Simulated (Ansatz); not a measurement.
# C on Nb(110): change of the work function, part 2 of 2

Aim: the work function of Nb(110) at several coverages of C (hollow site), and the dipole that each adsorbate carries.

Ansatz 0.2.0; plane-wave DFT, PBE, Ansatz PAW.

So far, work function, upper face (eV): step 2 (the clean slab) 4.49; step 3 (37 atoms, coverage 0.111 ML, cell 3x3) 4.50; step 4 (17 atoms, coverage 0.25 ML, cell 2x2) 4.38.

### Step 5. The covered slab, k-mesh 6×6×1, coverage 0.5 ML

System of this step: Nb8C (C/Nb(110)). The cell holds 18 atoms: 16 Nb and 2 C. Its edges and angles: a = 5.716 Å, b = 5.716 Å, c = 26.842 Å, α = 90.0°, β = 90.0°, γ = 70.5°. Vacuum lies along c.

File input.yaml:

```yaml
crystal:
  lattice:
    - [4.6669047558, -3.3, 0.0]
    - [4.6669047558, 3.3, 0.0]
    - [0.0, 0.0, 26.8421515293]
  atoms:
    - { symbol: Nb, position: [0.0, 0.0, 0.3352935397] }
    - { symbol: Nb, position: [0.25, 0.25, 0.4222259295] }
    - { symbol: Nb, position: [0.0, 0.0, 0.5102452155] }
    - { symbol: Nb, position: [0.25, 0.25, 0.5940889744] }
    - { symbol: Nb, position: [0.0, 0.5, 0.3352935397] }
    - { symbol: Nb, position: [0.25, 0.75, 0.4222259295] }
    - { symbol: Nb, position: [0.0, 0.5, 0.5102452155] }
    - { symbol: Nb, position: [0.25, 0.75, 0.5940889744] }
    - { symbol: Nb, position: [0.5, 0.0, 0.3352935397] }
    - { symbol: Nb, position: [0.75, 0.25, 0.4222259295] }
    - { symbol: Nb, position: [0.5, 0.0, 0.5102452155] }
    - { symbol: Nb, position: [0.75, 0.25, 0.5940889744] }
    - { symbol: Nb, position: [0.5, 0.5, 0.3352935397] }
    - { symbol: Nb, position: [0.75, 0.75, 0.4222259295] }
    - { symbol: Nb, position: [0.5, 0.5, 0.5102452155] }
    - { symbol: Nb, position: [0.75, 0.75, 0.5940889744] }
    - { symbol: C, position: [0.42, 0.42, 0.6647064603] }
    - { symbol: C, position: [0.92, 0.42, 0.6647064603] }
kpoints:
  mp_grid: { grid: [6, 6, 1] }
hamiltonian:
  xc: pbe
scf:
  occupations: { method: fermi_dirac, width: 0.1 }
  convergence: { dr2_threshold: 1.0e-08 }
efield:
  axis: 3
  dipole_correction: true
  ramp_position: 0.97
  ramp_width: 0.06
relax:
  f_tol: 0.02
  max_steps: 60
  constraints: [{ sites: [0, 1, 4, 5, 8, 9, 12, 13] }]
output:
  dos: { projected: true, e_range: [-8, 4] }
  write_potential: true
  write_density: true
  volumetric_format: npy
  elf: true
```

The run is started by

```bash
> ansatz run input.yaml --threads 4 --pin off --max-ram 16384MiB --backend cpu --events-out ev --progress --plain --runs-dir out
```

Wall time 17 min (4 threads of Arm Neoverse V1, shared host); peak memory 3.4 GiB; 66 min of CPU time.

The steps of the relaxation:

| step | energy less that of the first step (eV) | largest force component (eV/Å) |
| --- | --- | --- |
| 1 | 0.0000 | 3.5107 |
| 2 | -2.3649 | 3.3897 |
| 3 | -4.0502 | 2.2721 |
| 4 | -4.8043 | 0.5472 |
| 5 | -4.9915 | 0.3720 |
| 6 | -5.2074 | 0.6780 |
| 7 | -5.7281 | 0.9103 |
| 8 | -6.4636 | 1.1567 |
| 9 | -7.0531 | 1.1693 |
| 10 | -7.3632 | 0.4177 |
| 11 | -7.4284 | 0.1452 |
| 12 | -7.4400 | 0.0937 |
| 13 | -7.4411 | 0.0111 |

The run keeps the 2 symmetry operations that it works with, so distortions that break them were not tested.

The atoms that moved most (Å):

| atom | dx | dy | dz | length |
| --- | --- | --- | --- | --- |
| C18 | 0.748 | 0.001 | -1.590 | 1.757 |
| C17 | 0.748 | 0.001 | -1.590 | 1.757 |
| Nb4 | 0.259 | -0.333 | 0.142 | 0.445 |
| Nb12 | 0.259 | -0.333 | 0.142 | 0.445 |
| Nb16 | -0.257 | 0.334 | 0.141 | 0.444 |
| Nb8 | -0.257 | 0.334 | 0.141 | 0.444 |
| Nb3 | -0.001 | 0.001 | -0.088 | 0.088 |
| Nb11 | -0.001 | 0.001 | -0.088 | 0.088 |

Final coordinates:

```xyz
18
Lattice="4.6669 -3.3000 0.0000 4.6669 3.3000 0.0000 0.0000 0.0000 26.8422" Properties=species:S:1:pos:R:3
Nb    0.0000    0.0000    9.0000
Nb    2.3335    0.0000   11.3335
Nb   -0.0012    0.0013   13.6080
Nb    2.5926   -0.3327   16.0886
Nb    2.3335    1.6500    9.0000
Nb    4.6669    1.6500   11.3335
Nb    2.3334    1.6494   13.7604
Nb    4.4097    1.9835   16.0872
Nb    2.3335   -1.6500    9.0000
Nb    4.6669   -1.6500   11.3335
Nb    2.3323   -1.6487   13.6080
Nb    4.9260   -1.9827   16.0886
Nb    4.6669    0.0000    9.0000
Nb    7.0004    0.0000   11.3335
Nb    4.6668   -0.0006   13.7604
Nb    6.7432    0.3335   16.0872
C     4.6680    0.0007   16.2519
C     7.0015   -1.6493   16.2519
```

The relaxation took 13 steps and lowered the energy by 7.4 eV; the largest force on the free atoms ends at 0.011 eV/Å.

The covered face has 4.41 eV, -0.08 eV against the clean one; the bare back face has moved by +0.03 eV, a measure of how thin the slab is. The added atoms end 0.2 Å over the highest substrate atom on average, so this is no overlayer any more.

### Step 6. The covered slab, k-mesh 12×12×1, coverage 1 ML

System of this step: Nb4C (C/Nb(110)). The cell holds 5 atoms: 4 Nb and 1 C. Its edges and angles: a = 2.858 Å, b = 2.858 Å, c = 26.842 Å, α = 90.0°, β = 90.0°, γ = 70.5°. Vacuum lies along c.

input.yaml, the sections that differ from step 5:

```yaml
crystal:
  lattice:
    - [2.3334523779, -1.65, 0.0]
    - [2.3334523779, 1.65, 0.0]
    - [0.0, 0.0, 26.8421515293]
  atoms:
    - { symbol: Nb, position: [0.0, 0.0, 0.3352935397] }
    - { symbol: Nb, position: [0.5, 0.5, 0.4222259295] }
    - { symbol: Nb, position: [0.0, 0.0, 0.5102452155] }
    - { symbol: Nb, position: [0.5, 0.5, 0.5940889744] }
    - { symbol: C, position: [0.84, 0.84, 0.6647064603] }
kpoints:
  mp_grid: { grid: [12, 12, 1] }
relax:
  f_tol: 0.02
  max_steps: 60
  constraints: [{ sites: [0, 1] }]
output:
  write_potential: true
  write_density: true
  volumetric_format: npy
# hamiltonian, scf, efield: as in step 5
```

Run time: 53 s. Hardware: 4 threads; peak memory 0.61 GiB.

Step by step:

| step | energy less that of the first step (eV) | largest force component (eV/Å) |
| --- | --- | --- |
| 1 | 0.0000 | 3.1270 |
| 2 | -1.0345 | 2.7423 |
| 3 | -1.9618 | 2.0841 |
| 4 | -2.0819 | 1.9489 |
| 5 | -2.2327 | 0.3141 |
| 6 | -2.2394 | 0.1918 |
| 7 | -2.2434 | 0.0061 |

Forces are held to the 2 operations that the run works with; a distortion that breaks them can't arise in this run.

The atoms that moved most (Å):

| atom | dx | dy | dz | length |
| --- | --- | --- | --- | --- |
| C5 | -0.002 | 0.000 | -0.639 | 0.639 |
| Nb4 | -0.180 | 0.000 | 0.286 | 0.337 |
| Nb3 | -0.016 | 0.000 | -0.045 | 0.048 |

Final coordinates:

```cif
data_structure
_symmetry_space_group_name_H-M 'P 1'
_symmetry_Int_Tables_number 1
_cell_length_a 2.8579
_cell_length_b 2.8579
_cell_length_c 26.8422
_cell_angle_alpha 90.000
_cell_angle_beta 90.000
_cell_angle_gamma 70.529
_cell_volume 206.70
loop_
_atom_site_label
_atom_site_type_symbol
_atom_site_fract_x
_atom_site_fract_y
_atom_site_fract_z
_atom_site_occupancy
Nb1 Nb 0.00000 0.00000 0.33529 1
Nb2 Nb 0.50000 0.50000 0.42223 1
Nb3 Nb 0.99654 0.99654 0.50855 1
Nb4 Nb 0.46153 0.46153 0.60473 1
C5 C 0.83961 0.83961 0.64089 1
```

Running mean over 2.333 Å of the planar mean; the ramp of the sawtooth is left out. Table of electron's electrostatic potential energy less the Fermi level by z:

z (Å), electron's electrostatic potential energy less the Fermi level (eV) and a bar from the least value:
```
      3.5        4.5 ###########################
      4.0        4.5 ###########################
      4.5        4.5 ###########################
      5.0        4.5 ###########################
      5.5        4.5 ###########################
      6.0        4.3 ###########################
      6.5        3.9 ###########################
      7.0        2.8 #########################
      7.5       -0.6 ####################
      8.0       -5.9 ############
      8.5       -9.9 ######
      9.0      -11.1 ####
      9.5      -11.1 ####
     10.0      -11.0 ####
     10.5      -11.0 ####
     11.0      -11.0 ####
     11.5      -11.0 ####
     12.0      -11.1 ####
     12.5      -11.1 ####
     13.0      -11.1 ####
     13.5      -11.0 ####
     14.0      -10.6 #####
     14.5       -9.4 #######
     15.0       -8.8 ########
     15.5      -10.1 ######
     16.0      -12.6 ##
     16.5      -13.8 
     17.0      -11.3 ####
     17.5       -5.7 ############
     18.0       -0.3 ####################
     18.5        3.7 ##########################
     19.0        5.7 #############################
     19.5        6.1 ##############################
     20.0        6.2 ##############################
     20.5        6.2 ##############################
     21.0        6.2 ##############################
     21.5        6.2 ##############################
     22.0        6.2 ##############################
     22.5        6.2 ##############################
     23.0        6.2 ##############################
     23.5        6.2 ##############################
```

The relaxation took 7 steps and lowered the energy by 2.2 eV; the largest force on the free atoms ends at 0.0061 eV/Å.

The covered face has 6.25 eV, +1.75 eV against the clean one; the bare back face has moved by +0.01 eV, a measure of how thin the slab is.

### Step 7. Work function against coverage

This step: plane-wave DFT, PBE, Ansatz PAW; work function against coverage (Ansatz 0.2.0).

The runs are now put side by side.

Numbers from this step:

```
work function of the clean face     : 4.492 eV
largest change of the work function : 1.754 eV
```

Table of work function of the covered face by coverage:

| coverage (adsorbates/nm²) | work function of the covered face (eV) |
| --- | --- |
| 0.00 | 4.49 |
| 1.44 | 4.50 |
| 3.25 | 4.38 |
| 6.49 | 4.41 |
| 12.99 | 6.25 |

The dipole per adsorbate comes from the change of the cell's dipole. Coverage, by row:

| coverage (1/nm²) | coverage (ML) | work function (eV) | change (eV) | dipole per adsorbate, positive end outwards (debye) | mean height of the added atoms over the highest substrate atom (Å) |
| --- | --- | --- | --- | --- | --- |
| 1.443 | 0.1111 | 4.499 | 0.006434 | -0.004 | 0.1585 |
| 3.247 | 0.25 | 4.375 | -0.1172 | 0.12 | -0.002327 |
| 6.493 | 0.5 | 4.415 | -0.07756 | 0.043 | 0.1633 |
| 12.99 | 1 | 6.247 | 1.754 | -0.356 | 0.9706 |

### Step 8. Outcome

- work function of the clean face: 4.49 eV
- work function at 0.11 ML: 4.50 eV
- work function at 0.25 ML: 4.38 eV
- work function at 0.5 ML: 4.41 eV
- work function at 1 ML: 6.25 eV
- dipole per adsorbate at 0.11 ML, positive end outwards: 0.00 D

At the lowest coverage C changes the work function of Nb(110) by under 0.15 eV, within the error of so thin a slab; the largest change, +1.75 eV, comes at higher coverage. At some coverage the adsorbate ends level with or under the highest substrate atom. The slab has 4 layers, at the tabulated experimental lattice constant, one starting site was run, and quantum-size effects of a slab this thin can reach one or two tenths of an eV.

[Logs are printed without paths, hosts, clocks, repeated set-up lines and the standing remarks that a program may print on its own settings, such as how far it seeks lower states.]

[Hosts, paths, dates, database ids (printed as entryN), source tags and the programs' standing remarks are cut or masked in the printed files.]

[Maps of the electrostatic potential energy from Ansatz leave out the sawtooth potential of an applied field or a dipole correction, so their vacuum need not be flat; planar profiles and work functions include it.]
